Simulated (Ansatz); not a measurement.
# Al2SSe monolayer in a perpendicular field

Aim: how the Al2SSe monolayer screens a field along its normal, and what the field does to its bands. A positive field points along +c.

Program: Ansatz 0.2.0. Level of theory: plane-wave DFT, PBE-D3(BJ), Ansatz PAW. Results are calculated unless marked as measured.

Report form: the programs' logs are mostly left out.

### Step 1. The structure

The cell holds 4 atoms: 1 Se, 2 Al and 1 S. Its edges and angles: a = 3.689 Å, b = 3.689 Å, c = 39.951 Å, α = 90.0°, β = 90.0°, γ = 120.0°. Vacuum lies along c.

### Step 2. Relaxation

The starting cell is a guess, so the in-plane lattice and the atoms are relaxed first, with the slab cut off from its images along the normal.

Contents of input.yaml:

```yaml
crystal:
  lattice:
    - [3.6894, 0.0, 0.0]
    - [-1.8447, 3.1951141247, 0.0]
    - [0.0, 0.0, 39.9508750211]
  atoms:
    - { symbol: Se, position: [0.3333333333, 0.6666666667, 0.4442956504] }
    - { symbol: Al, position: [0.0, 0.0, 0.4740851334] }
    - { symbol: Al, position: [0.0, 0.0, 0.5346595262] }
    - { symbol: S, position: [0.3333333333, 0.6666666667, 0.5557043496] }
  periodic: [true, true, false]
kpoints:
  mp_grid: { grid: [12, 12, 1] }
hamiltonian:
  xc: pbe
  dispersion: d3bj
scf:
  occupations: { method: fermi_dirac, width: 0.05 }
  convergence: { dr2_threshold: 1.0e-09 }
relax:
  f_tol: 0.004
  max_steps: 90
  cell: {}
output:
  write_potential: true
  write_density: true
  volumetric_format: npy
```

Run with:

```bash
$ ansatz run input.yaml --threads 2 --pin off --max-ram 3072MiB --backend cpu --events-out ev --progress --plain --runs-dir out
```

It took 32 s on 2 threads of Intel Xeon 6975P-C (Granite Rapids), shared host; peak memory 0.71 GiB; 62 s of CPU time.

The steps of the relaxation:

```tsv
step	energy less that of the first step (eV)	largest force component (eV/Å)	volume (Å³)
1	0.0000	1.2222	470.94
2	-0.1947	0.1690	462.20
3	-0.1986	0.0654	458.85
4	-0.1988	0.0129	458.70
5	-0.1988	0.0044	458.38
6	-0.1988	0.0013	458.40
7*	-0.1985	0.0014	458.40
```

Relaxation steps marked * repeat the geometry before them on a plane-wave basis chosen anew for their cell, so energy and pressure can jump there.

The run keeps the 6 symmetry operations that it works with, so distortions that break them were not tested.

```tsv
cell as run	before	after	change
a (Å)	3.689	3.640	-1.3 %
b (Å)	3.689	3.640	-1.3 %
```

The atoms that moved most (Å, along periodic axes as changes of fractional coordinates times the final cell, across vacuum about the mean position):

```tsv
atom	dx	dy	dz	length
S4	0.000	0.000	0.224	0.224
Se1	0.000	0.000	-0.143	0.143
Al2	0.000	0.000	-0.116	0.116
Al3	0.000	0.000	0.035	0.035
```

The relaxed structure:

```xyz
4
Lattice="3.6399 0.0000 0.0000 -1.8200 3.1523 0.0000 0.0000 0.0000 39.9509" Properties=species:S:1:pos:R:3
Se    0.0000    2.1015   17.6066
Al    0.0000    0.0000   18.8246
Al    0.0000    0.0000   21.3949
S     0.0000    2.1015   22.4251
```

This step gave:

```yaml
gap_on_the_k_mesh: 2.065 eV
```

The lattice constant a goes from 3.689 to 3.640 Å.

### Step 3. Atoms held, field 0

A sawtooth potential applies the field, turning back in the middle of the vacuum. With the dipole correction the typed value is the field outside the slab. The induced dipole is small, so the SCF threshold is tight.

The cell differs from the one that the last finished run ended in (c 39.951 → 22.818 Å).

Contents of input.yaml:

```yaml
crystal:
  lattice:
    - [3.6399343675, 0.0, 0.0]
    - [-1.8199671838, 3.1522756304, 0.0]
    - [0.0, 0.0, 22.8184728913]
  atoms:
    - { symbol: Se, position: [0.3333333333, 0.6666666667, 0.3944172795] }
    - { symbol: Al, position: [0.0, 0.0, 0.4477954005] }
    - { symbol: Al, position: [0.0, 0.0, 0.5604359196] }
    - { symbol: S, position: [0.3333333333, 0.6666666667, 0.6055827205] }
kpoints:
  mp_grid: { grid: [18, 18, 1] }
  band_path:
    path: [[0, 0, 0], [0.5, 0, 0], [0.33333333, 0.33333333, 0], [0, 0, 0]]
    npoints: 16
hamiltonian:
  xc: pbe
  dispersion: d3bj
scf:
  occupations: { method: fermi_dirac, width: 0.02585 }
  convergence: { dr2_threshold: 1.0e-10 }
efield:
  axis: 3
  dipole_correction: true
  ramp_position: 0.97
  ramp_width: 0.06
  amplitude: 0
output:
  dos: { projected: true, e_range: [-6, 5] }
  write_potential: true
  write_density: true
  volumetric_format: npy
  elf: true
```

Wall time 8.3 s (2 threads); peak memory 0.6 GiB; 16 s of CPU time.

This step gave:

- gap on the k-mesh: 2.064 eV
- dipole along the normal: -0.004433 e·Å
- gap along the path: 2.062 eV
- smallest direct gap along the path: 2.701 eV
- step between the vacuum levels: 0.06991 eV
- ionisation energy, upper face: 6.070 eV
- electron affinity, upper face: 4.008 eV
- ionisation energy, lower face: 6.000 eV
- gap, the smaller of path and mesh: 2.062 eV

Running mean over a fixed 2.7 Å (it still follows the layers) of the planar mean; the ramp of the sawtooth is left out. Electron's electrostatic potential energy less the Fermi level against z:

z (Å), electron's electrostatic potential energy less the Fermi level (eV) and a bar from the least value:
```
      3.0       4.94 ##############################
      3.5       4.94 ##############################
      4.0       4.94 ##############################
      4.5       4.94 ##############################
      5.0       4.94 ##############################
      5.5       4.93 ##############################
      6.0       4.90 ##############################
      6.5       4.75 #############################
      7.0       4.10 ###########################
      7.5       2.69 #######################
      8.0       0.93 #################
      8.5      -1.16 ###########
      9.0      -2.84 #####
      9.5      -3.96 ##
     10.0      -3.66 ###
     10.5      -2.62 ######
     11.0      -1.76 #########
     11.5      -1.49 ##########
     12.0      -2.03 ########
     12.5      -3.34 ####
     13.0      -4.60 
     13.5      -4.47 
     14.0      -3.11 #####
     14.5      -1.25 ##########
     15.0       1.22 ##################
     15.5       3.40 #########################
     16.0       4.63 #############################
     16.5       4.93 ##############################
     17.0       4.99 ##############################
     17.5       5.01 ##############################
     18.0       5.01 ##############################
     18.5       5.01 ##############################
     19.0       5.01 ##############################
     19.5       5.01 ##############################
```

The density of states has structure finer than the step of the table below, so its rows give means over 0.2 eV, whole bins alone (the curve runs from -6 to 2.99 eV). Peaks (eV: height): -4.15: 6.80, -3.93: 3.79, -3.35: 4.92, -3.19: 5.11, -2.72: 5.05, -1.89: 3.87, -1.07: 12.0.

The density of states by energy, zero at the Fermi level of the run, which the smearing sets inside the gap; means over each step:

energy (eV), density of states (states/eV a cell) and a bar:
```
     -5.8        1.3 #######
     -5.6        0.8 #####
     -5.4        0.7 ####
     -5.2        0.9 #####
     -5.0        0.9 #####
     -4.8        0.9 #####
     -4.6        1.2 #######
     -4.4        1.9 ###########
     -4.2        5.1 ##############################
     -4.0        3.0 ##################
     -3.8        2.7 ################
     -3.6        3.1 ##################
     -3.4        4.1 ########################
     -3.2        4.2 #########################
     -3.0        3.2 ###################
     -2.8        4.0 ########################
     -2.6        3.6 #####################
     -2.4        1.2 #######
     -2.2        0.9 #####
     -2.0        1.0 ######
     -1.8        3.0 ##################
     -1.6        2.0 ############
     -1.4        1.8 ###########
     -1.2        2.8 #################
     -1.0        2.2 #############
     -0.8        0.0 
     -0.6        0.0 
     -0.4        0.0 
     -0.2        0.0 
      0.0        0.0 
      0.2        0.0 
      0.4        0.0 
      0.6        0.0 
      0.8        0.0 
      1.0        0.4 ###
      1.2        1.9 ###########
      1.4        2.0 ############
      1.6        1.1 ######
      1.8        0.8 #####
      2.0        0.7 ####
      2.2        0.6 ####
      2.4        0.9 ######
      2.6        1.4 ########
      2.8        1.6 #########
```

Projected DOS per atom over height of the atomic layer and energy from the Fermi level. Layers: Se Al Al S from below.

Ten even steps from '_' (0.00 states/eV) to '@' (2.06 states/eV), each cell a mean:
```
__..::..
__....__
____..__
__....__
....::..
________
________
________
________
________
==::::::
==--::..
--______
##..__--
##..__##
**....@@
::..::##
++--::##
..__..::
______::
..______
--::__..
```
Columns: height of the atomic layer (Å) from 9 to 13.8 (not evenly spaced); rows upwards: energy from the Fermi level (eV) from -5.96 to 2.95.

Electronic bands along the path, in eV, zero at the Fermi level of the run, which the smearing sets inside the gap:

```tsv
point	band 11	band 12	band 13	band 14	band 15	band 16	band 17	band 18
Γ	-2.52	-1.27	-1.27	-1.27	2.16	3.11	4.35	4.35
halfway	-3.40	-3.07	-1.99	-1.09	2.11	3.08	4.25	4.38
M	-3.50	-2.82	-2.53	-1.94	1.00	2.36	2.97	3.40
halfway	-3.81	-3.43	-2.68	-1.86	1.32	3.14	3.60	3.81
K	-4.70	-3.28	-2.56	-1.86	1.05	3.32	3.54	4.35
halfway	-3.59	-3.29	-2.68	-1.09	2.46	3.66	3.88	4.49
Γ	-2.52	-1.27	-1.27	-1.27	2.16	3.11	4.35	4.35
```

Electrostatic potential energy in the ca plane at fractional y = 0.667, with atoms of Se and S within 0.2 Å of it. With pseudopotentials it is smooth inside the atoms' cores, unlike the true potential.

Ten even steps from '0' (-27 eV) to '9' (4 eV), each cell a mean:
```
99999999999999999999887667888766788999999999
99999999999999999999987667888766688999999999
99999999999999999999887777888876788999999999
99999999999999999987667788899887766899999999
99999999999999999963223788999987411379999999
99999999999999999833541589999986000048999999
99999999999999999834652489999985000038999999
99999999999999999842441589999986100058999999
99999999999999999973224788999987522489999999
99999999999999999998777778899877777899999999
```
Columns run along c (16.0 Å, from fractional 0.07 to 0.77 of the cell; values clipped at the 3rd and 97th percentile), rows up along a (3.6 Å). Atoms in or near the plane, at fractional coordinates: Se at (0.39, 0.33), S at (0.61, 0.33).

ELF in the ca plane at fractional y = 0.667, with atoms of Se and S within 0.2 Å of it. It is the smooth field of the valence electrons, not physical close to the nuclei.

Ten even steps from '0' (0.00) to '9' (0.93), each cell a mean:
```
00000001123454346764344432100000000000000000
00000000001233246874222210000000000000000000
00000001234565445664345543210000000000000000
00000246777887533332478887653100000000000000
00002478887787521112588889986310000000000000
00013589974477520002587449997420000000000000
00013689962267520002586119997520000000000000
00013589985577520002588559997420000000000000
00001468888887521112589889875310000000000000
00000135677887533433468887642000000000000000
```
Columns run along c (16.0 Å, from fractional 0.23 to 0.93 of the cell), rows up along a (3.6 Å). Atoms in or near the plane, at fractional coordinates: Se at (0.39, 0.33), S at (0.61, 0.33).

Valence density in the ca plane at fractional y = 0.667, with atoms of Se and S within 0.2 Å of it. It is the smooth field of the valence electrons, not physical close to the nuclei.

Values in e/Å³, 6 rows by 16 columns, each cell a mean:
```
 0  0  0  0  0  0  0  0  0  0  0  0  0  0  0  0
 0  0  0  0  0  0  0  0  0  0  0  0  0  0  0  0
 0  0  0  1  1  0  0  0  1  0  0  0  0  0  0  0
 0  0  0 10  7  0  0  0  1  1  0  0  0  0  0  0
 0  0  0  6  4  0  0  0  1  1  0  0  0  0  0  0
 0  0  0  0  0  0  0  0  1  0  0  0  0  0  0  0
```
Columns run along c (16.0 Å, from fractional 0.23 to 0.93 of the cell), rows up along a (3.6 Å). Atoms in or near the plane, at fractional coordinates: Se at (0.39, 0.33), S at (0.61, 0.33).

The gap is 2.06 eV, with the valence edge 6.07 eV and the conduction edge 4.01 eV under the upper vacuum level.

### Step 4. Single point, field 0.1 V/Å

input.yaml, as its differences from that of step 3:

```diff
@@ -26,5 +26,4 @@
   ramp_width: 0.06
-  amplitude: 0
+  amplitude: 0.1
 output:
-  dos: { projected: true, e_range: [-6, 5] }
   write_potential: true
@@ -32,2 +31 @@
   volumetric_format: npy
-  elf: true
```

The job ended after 9.3 s (2 threads; peak memory 0.58 GiB; 18 s of CPU time).

The dipole is 0.0369 e·Å, 0.0414 e·Å from its value without field, and the gap 2.066 eV.

### Step 5. Atoms held, field -0.1 V/Å

input.yaml, as its differences from that of step 4:

```diff
@@ -26,3 +26,3 @@
   ramp_width: 0.06
-  amplitude: 0.1
+  amplitude: -0.1
 output:
```

Elapsed: 8.6 s, on 2 threads; peak memory 0.58 GiB.

The dipole is -0.0458 e·Å, -0.0414 e·Å from its value without field, and the gap 2.057 eV.

### Step 6. Response, atoms held

This step: plane-wave DFT, PBE-D3(BJ), Ansatz PAW; response to a field along the normal, atoms held (Ansatz 0.2.0).

The dipoles give the slope, and the difference of two potentials shows where the field is screened.

Numbers from this step:

| Item | Value |
| --- | --- |
| equivalent conductor thickness p/(ε₀AE) | 6.524 Å |
| distance between the outer atoms | 4.818 Å |

Table of dipole of the cell by applied field:

```tsv
applied field (V/Å)	dipole of the cell (e·Å)
-0.1000	-0.0458
0.0000	-0.00443
0.1000	0.0369
```

Local field over the applied field, running mean. From the potentials at -0.1 and 0.1 V/Å; running mean over 2.5 Å. The local field over applied field by z:

z (Å), local field over applied field and a bar:
```
      4.5      0.998 ##############################
      5.0      0.995 ##############################
      5.5      0.987 ##############################
      6.0      0.963 #############################
      6.5      0.906 ###########################
      7.0      0.793 #######################
      7.5      0.629 ##################
      8.0      0.449 ############
      8.5      0.275 ######
      9.0      0.146 ##
      9.5      0.097 
     10.0      0.094 
     10.5      0.103 
     11.0      0.133 #
     11.5      0.157 ##
     12.0      0.140 ##
     12.5      0.121 #
     13.0      0.124 #
     13.5      0.152 ##
     14.0      0.235 #####
     14.5      0.382 ##########
     15.0      0.559 ###############
     15.5      0.730 #####################
     16.0      0.868 ##########################
     16.5      0.947 ############################
     17.0      0.981 #############################
     17.5      0.993 ##############################
     18.0      0.998 ##############################
     18.5      0.999 ##############################
```

Electrons, planar mean, per unit field. The induced electron density by z:

z (Å), induced electron density (e/Å³ per V/Å) and a bar from the least value:
```
      4.5    0.00001 ##############
      5.0    0.00002 ##############
      5.5    0.00006 ##############
      6.0    0.00017 ###############
      6.5    0.00047 ################
      7.0    0.00119 ###################
      7.5    0.00259 #########################
      8.0    0.00367 ##############################
      8.5    0.00190 ######################
      9.0    0.00069 #################
      9.5    0.00022 ###############
     10.0   -0.00151 ########
     10.5   -0.00063 ###########
     11.0    0.00104 ###################
     11.5   -0.00006 ##############
     12.0   -0.00114 #########
     12.5    0.00063 #################
     13.0    0.00133 ####################
     13.5   -0.00044 ############
     14.0   -0.00100 ##########
     14.5   -0.00315 #
     15.0   -0.00327 
     15.5   -0.00171 #######
     16.0   -0.00069 ###########
     16.5   -0.00025 #############
     17.0   -0.00009 ##############
     17.5   -0.00003 ##############
     18.0   -0.00001 ##############
     18.5    0.00000 ##############
```

The smaller of the gaps on the path and on the k-mesh, counted as 0 under 0.03 eV. Table of gap by applied field:

```tsv
applied field (V/Å)	gap (eV)
-0.1000	2.06
0.0000	2.06
0.1000	2.07
```

By hand: between -0.1 and 0.1 V/Å the dipole changes by 0.08273 e·Å, a slope of 0.4137 e·Å²/V. A perfect conductor of thickness t has p = ε₀AEt, so t = 180.95 × 0.4137 / 11.474 = 6.52 Å (e/ε₀ = 180.95 V·Å, A in Å²).

The induced dipole is that of a conductor 6.52 Å thick.

### Step 7. What came out

```yaml
gap_without_field: 2.06 eV
ionisation_energy_upper_face: 6.07 eV
electron_affinity_upper_face: 4.01 eV
step_between_the_vacuum_levels: 0.0699 eV
equivalent_conductor_thickness_atoms_held: 6.52 Å
```

What this shows: The induced dipole equals that of a perfect conductor 6.52 Å thick, while the outer atoms lie 4.82 Å apart; an out-of-plane ε follows only once a thickness t is chosen, by 1 − 1/ε = 6.52 Å / t. The two faces differ: the vacuum level above lies 0.07 eV higher than the one below. The gap stays within 0.01 eV of 2.06 eV over the fields run, up to 0.1 V/Å in size. Semilocal functionals give gaps that are too small, and excitons are not included. Spin-orbit coupling is left out.

[Logs are printed without paths, hosts, clocks, repeated set-up lines and the standing remarks that a program may print on its own settings, such as how far it seeks lower states.]

[Hosts, paths, dates, database ids (printed as entryN), source tags and the programs' standing remarks are cut or masked in the printed files.]

[Maps of the electrostatic potential energy from Ansatz leave out the sawtooth potential of an applied field or a dipole correction, so their vacuum need not be flat; planar profiles and work functions include it.]

[The density of states shown here was stored with 400 of the rows of the run's finer table, so its peaks can read low, often by over a quarter, or be missed, and its means over a window can be off by a tenth or more.]
